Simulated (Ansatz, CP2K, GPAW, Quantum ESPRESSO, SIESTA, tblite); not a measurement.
# Twisted graphene monolayer on bilayer, 77.90° (186 atoms) in other programs, against a plane-wave reference

How near do other programs and methods come to a plane-wave reference for twisted graphene monolayer on bilayer, 77.90° (186 atoms)? A plane-wave run serves as the reference.

Method: Kohn-Sham DFT, PBE, SSSP efficiency 1.3.0 pseudopotentials, plane waves, in Quantum ESPRESSO 7.5.

### 1. Set-up

The cell holds 186 atoms: 186 C. Its edges and angles: a = 13.697 Å, b = 13.697 Å, c = 20.690 Å, α = 90.0°, β = 90.0°, γ = 120.0°. It derives from C (graphene). Graphene (a = 2.46 Å) under graphene (a = 2.46 Å), monolayer on bilayer, commensurate cell of 31 unit cells a layer, twist 77.90 deg; facing planes 3.32, 3.37 Å apart as built; 14 Å of vacuum; minimised with a classical potential Then every atom was moved at random, 0.03 Å r.m.s. a Cartesian component. Regions: layer 1, 62 atoms (62 C); layer 2, 62 atoms (62 C); layer 3, 62 atoms (62 C). Vacuum lies along c.

### 2. Reference: Quantum ESPRESSO, plane waves

The input, pw.in:

```
&control
  calculation = 'scf'
  pseudo_dir = './pseudo'
  outdir = './tmp'
  disk_io = 'none'
  tprnfor = .true.
/
&system
  ibrav = 0
  nat = 186
  ntyp = 1
  ecutwfc = 45
  ecutrho = 360
  nosym = .true.
  occupations = 'smearing'
  smearing = 'fd'
  degauss = 0.003675
/
&electrons
  conv_thr = 9.3e-07
  electron_maxstep = 100
  mixing_beta = 0.2
  mixing_mode = 'local-TF'
  diagonalization = 'david'
/
ATOMIC_SPECIES
C 12.011 C.upf
CELL_PARAMETERS angstrom
13.69670 0.00000 0.00000
-6.84835 11.86169 0.00000
0.00000 0.00000 20.69000
ATOMIC_POSITIONS crystal
C 0.07488 0.11548 0.33685
C 0.11515 0.04254 0.33622
C 0.10925 0.31455 0.33624
C 0.14746 0.23555 0.33634
C 0.14220 0.50389 0.33532
C 0.17673 0.42610 0.33521
C 0.17336 0.69873 0.33914
C 0.21266 0.62453 0.33723
C 0.20412 0.89053 0.33869
C 0.25264 0.82109 0.33676
C 0.23285 0.08845 0.33571
C 0.27480 0.00787 0.33569
[... 170 atom lines left out ...]
C 0.04564 0.39398 0.66299
C 0.01363 0.27939 0.66328
C 0.08490 0.23963 0.66319
C 0.04112 0.11984 0.66441
K_POINTS gamma
```

Command:

```sh
OMP_NUM_THREADS=1 mpirun -np 4 pw.x -in pw.in > output.txt
```

What it wrote:

```text
Program PWSCF
     gamma-point specific algorithms are used
     one sub-group per band group will be used
     scalapack distributed-memory algorithm (size of sub-group:  2*  2 procs)
     Parallelization info
     sticks:   dense  smooth     PW     G-vecs:    dense   smooth      PW
     Min        4157    2081    517               654126   231186   28895
     Max        4160    2084    520               654136   231196   28904
     Sum       16633    8329   2077              2616525   924755  115607
     bravais-lattice index     =            0
     lattice parameter (alat)  =      25.8830  a.u.
     unit-cell volume          =   22683.9982 (a.u.)^3
     number of atoms/cell      =          186
     number of atomic types    =            1
     number of electrons       =       744.00
[... lines left out ...]
     scf convergence threshold =      9.3E-07
[... lines left out ...]
     number of k points=     1  Fermi-Dirac smearing, width (Ry)=  0.0037
[... lines left out ...]
     total energy              =   -3435.77888601 Ry
[... lines left out ...]
     total energy              =   -3427.30158398 Ry
[... lines left out ...]
     total energy              =   -3429.74961612 Ry
[... lines left out ...]
     total energy              =   -3429.69173818 Ry
[... lines left out ...]
     total energy              =   -3429.69173992 Ry
     estimated scf accuracy    <       0.00000117 Ry
     iteration # 27     ecut=    45.00 Ry     beta= 0.20
     End of self-consistent calculation
          k = 0.0000 0.0000 0.0000 ( 57804 PWs)   bands (ev):
   -18.4500 -18.3463 -18.2521 -17.7712 -17.7422 -17.7212 -17.7028 -17.6720
   -17.6681 -17.6624 -17.6214 -17.6116 -17.5771 -17.5649 -17.5447 -17.5184
   -17.5006 -17.4765 -17.4373 -17.4241 -17.3971 -16.3100 -16.2834 -16.2540
[...]
5.5959   5.6019   5.6492   5.6609   5.6798   5.7245   5.7323   5.7767
     5.7952   5.8200   5.8634   5.8798   5.8933   5.9046   5.9057   5.9203
     5.9239   6.5244   6.5538   6.5661   6.5790   6.5881
     the Fermi energy is     1.1888 ev
!    total energy              =   -3429.69173954 Ry
     total all-electron energy =    -14173.813935 Ry
     estimated scf accuracy    <       0.00000093 Ry
     smearing contrib. (-TS)   =      -0.00000000 Ry
     internal energy E=F+TS    =   -3429.69173954 Ry
     The total energy is F=E-TS. E is the sum of the following terms:
     one-electron contribution =  -22654.22428502 Ry
     hartree contribution      =   11559.66703110 Ry
     xc contribution           =    -864.05399949 Ry
     ewald contribution        =    9676.05603604 Ry
     one-center paw contrib.   =   -1147.13652217 Ry
     convergence has been achieved in  27 iterations
     Forces acting on atoms (cartesian axes, Ry/au):
     atom    1 type  1   force =    -0.14272569    0.06886728   -0.00811139
     atom    2 type  1   force =     0.07689171    0.00041390    0.00033861
     atom    3 type  1   force =    -0.08997268   -0.18212990   -0.00577502
[...]
atom  185 type  1   force =     0.20811089   -0.04017841   -0.00254359
     atom  186 type  1   force =     0.02008652   -0.01301788   -0.01882968
     Total force =     1.714117     Total SCF correction =     0.000799
     Message from routine punch:
     Nothing written, as per user request (disk_io='none')
```

It took 18 min on 4 MPI ranks of Arm Neoverse V1, shared host; peak memory 14 GiB.

Banners and routine set-up lines are dropped from the logs; longer cuts are marked.

Numbers from this run:

| Item | Value |
| --- | --- |
| r.m.s. force component | 1.866 eV/Å |
| longest force | 11.4 eV/Å |

### 3. Structure statistics

Normalised to the volume that the atoms fill. Pair distribution function in bins of 0.2 Å:

```tsv
r (Å)	total
1.20	0.02
1.40	4.47
1.60	0.10
1.80	0.00
2.00	0.00
2.20	0.00
2.40	2.54
2.60	0.52
2.80	1.03
3.00	0.12
3.20	0.00
3.40	0.26
3.60	0.92
3.80	1.63
4.00	0.23
4.20	1.43
4.40	0.86
4.60	0.24
4.80	0.44
5.00	1.57
5.20	0.78
5.40	0.36
5.60	0.39
5.80	0.27
6.00	0.44
6.20	1.02
6.40	0.54
6.60	0.86
```

Bonds by pair of elements; cutoffs follow the first minimum of g(r), held within bounds set by covalent radii, and pairs that aren't listed don't count as bonded (cutoffs were set anew for this text, so counts can differ from the run's own analysis):

```tsv
pair A-B	cutoff (Å)	bonds	mean length (Å)	spread (Å)	shortest (Å)	B about A	A about B
C-C	1.85	279	1.42	0.042	1.26	3	3
```

How many atoms have how many bonded neighbours:

```tsv
element	mean	3
C	3	186
```

### 4. The ladder

The programs:
- CP2K 2026.2: Gaussian basis with GTH pseudopotentials and a plane-wave density; labels give functional, basis (MOLOPT sets; SR short-range, UZH the newer set with its own potentials), grid cutoff/relative cutoff and solver (OT: orbital transformation; TRS4, TC2, SIGN: linear-scaling purification with its sparsity filter), or its built-in tight binding.
- GPAW 26.7.0: PAW with atomic orbitals (LCAO), plane waves or a real-space grid of spacing h.
- SIESTA 5.4.2: numerical atomic orbitals, whose automatically made sets are far from complete, with PseudoDojo norm-conserving potentials that we converted to its format (checked against plane waves on the same files for H, C, O, Si, Ge and Ca alone); labels give functional, basis size, energy shift and mesh cutoff.
- tblite 0.8.0: extended tight binding, driven from Python.

All use the same cell and atoms; the electronic-structure runs use the same k-mesh, and an electronic temperature of 580 K (0.05 eV) where levels are smeared.

Differences are against the plane-wave reference, forces as r.m.s. over components; share is that over the reference's r.m.s. force, slope the least-squares factor from reference forces to these. Total energies of different programs have different zeros and aren't compared.

```tsv
run	Δ force, r.m.s. (meV/Å)	share (%)	slope	cores	CPU time	memory (GiB)
reference	-	-	-	4	72 min	14
CP2K GFN1-xTB, diagonalisation	120	6.45	0.958	2	12 s	0.3
CP2K PBE, DZVP-MOLOPT-SR, 450/50 Ry, diagonalisation	31.5	1.69	1.014	4	13 min	8.8
CP2K PBE, SZV-MOLOPT-SR, 450/50 Ry, diagonalisation (coarse)	487	26.1	1.258	2	5.4 min	6.6
CP2K PBE, TZVP-MOLOPT, 450/50 Ry, diagonalisation	12.6	0.677	1.004	4	1.9 h	10.0
CP2K PBE, TZVP-UZH, 450/50 Ry, diagonalisation	26.2	1.40	1.012	4	20 min	9.7
GPAW PBE, LCAO dzp, h 0.2 Å	128	6.88	1.058	4	9.2 min	4.0
GPAW PBE, LCAO dzp, h 0.2 Å, other mixer settings	130	6.96	1.059	4	12 min	4.0
GPAW PBE, LCAO sz(dzp), h 0.2 Å (coarse)	574	30.8	1.255	1	69 s	1.4
GPAW PBE, LCAO szp(dzp), h 0.2 Å (coarse)	241	12.9	1.061	2	3.4 min	2.0
SIESTA PBE, DZ, shift 0.01 Ry, mesh 300 Ry (coarse)	298	15.9	1.150	2	2.6 min	1.3
SIESTA PBE, DZP, shift 0.01 Ry, mesh 300 Ry	229	12.3	1.107	4	8.5 min	2.5
SIESTA PBE, SZ, shift 0.01 Ry, mesh 300 Ry (coarse)	721	38.6	1.329	1	85 s	0.9
tblite GFN1-xTB	121	6.46	0.958	1	5.7 s	0.2
tblite GFN2-xTB	135	7.25	0.948	1	13 s	0.2
```

Rows marked coarse use a setting chosen to be so.

CPU time is summed over cores on a shared host, where runs went side by side, so it is rough. Symmetry, cutoffs, thresholds, outputs and thread counts weren't matched or tuned between programs; memory under MPI is the largest rank's times the ranks.

Within one program, basis, potentials and functional, energies share a zero. Each run against its twin at the usual cutoff or grid and solver:

```tsv
run	twin	Δ energy (meV/atom)	Δ force, r.m.s. (meV/Å)	CPU time over the twin's
GPAW PBE, LCAO dzp, h 0.2 Å, other mixer settings	LCAO dzp, h 0.2 Å	-1.0e-4	2.83	1.3
```

### 5. What came out

| Quantity | Value |
| --- | --- |
| reference r.m.s. force component | 1.87 eV/Å |
| nearest in forces | CP2K PBE, TZVP-MOLOPT, 450/50 Ry, diagonalisation, 0.68 % |
| farthest in forces | SIESTA PBE, SZ, shift 0.01 Ry, mesh 300 Ry (coarse), 39 % |
| cheapest electronic-structure run beside the reference | tblite GFN1-xTB, 5.7 s of CPU time |

The PBE runs in local orbitals, coarse settings apart, differ by 0.68 % (CP2K PBE, TZVP-MOLOPT, 450/50 Ry, diagonalisation) to 12 % (SIESTA PBE, DZP, shift 0.01 Ry, mesh 300 Ry); basis, grid and potentials can all enter. Tight binding differs by 6.4 % (CP2K GFN1-xTB, diagonalisation) to 7.3 % (tblite GFN2-xTB); it is another model, with fitted parameters of its own, and the xTB methods hold dispersion. Runs with settings chosen to be coarse differ by 13 % (GPAW PBE, LCAO szp(dzp), h 0.2 Å) to 39 % (SIESTA PBE, SZ, shift 0.01 Ry, mesh 300 Ry), their programs' other errors included. Of the electronic-structure runs that take under half the reference's CPU time, CP2K PBE, TZVP-UZH, 450/50 Ry, diagonalisation comes nearest, at 1.4 % in 20 min against 72 min. SIESTA PBE, SZ, shift 0.01 Ry, mesh 300 Ry stiffens the forces by a factor of 1.33 while following their directions (correlation 0.988); the slopes of the 3 SIESTA runs lie between 1.11 and 1.33. In the reference: no gap is quoted, since the k-points of the run needn't hold the point where the bands of a honeycomb sheet meet. In the reference: the first peak of g(r) lies near 1.42 Å. Periodic xTB results under one method name differ between programs and library versions. The reference's PBE has no dispersion term, which matters for the binding between molecules or layers. One k-point is far too coarse for the carbon or group-IV sheet, and it can put spurious forces of up to about 1 eV/Å on the sheet's atoms. The electronic-structure runs sample only Γ, in a cell whose shortest periodic width is 12 Å.

[Long decimals in the printed logs are rounded to 6 places.]

[Also dropped from logs without a mark: lines with file paths, logging warnings of Python, QE's lines on negative density and diagonalisation, SIESTA's first energy breakdown, zero terms and Voronoi charges.]

[Logs are printed without paths, hosts, clocks, repeated set-up lines and the standing remarks that a program may print on its own settings, such as how far it seeks lower states.]

[Hosts, paths, dates, database ids (printed as entryN), source tags and the programs' standing remarks are cut or masked in the printed files.]

[Not all failed runs are listed: runs killed by the host, ended in a Python traceback or in CONQUEST's support-function errors, and SIESTA runs with faulty potentials for Cu, Fe, Ni or Zn are left out.]
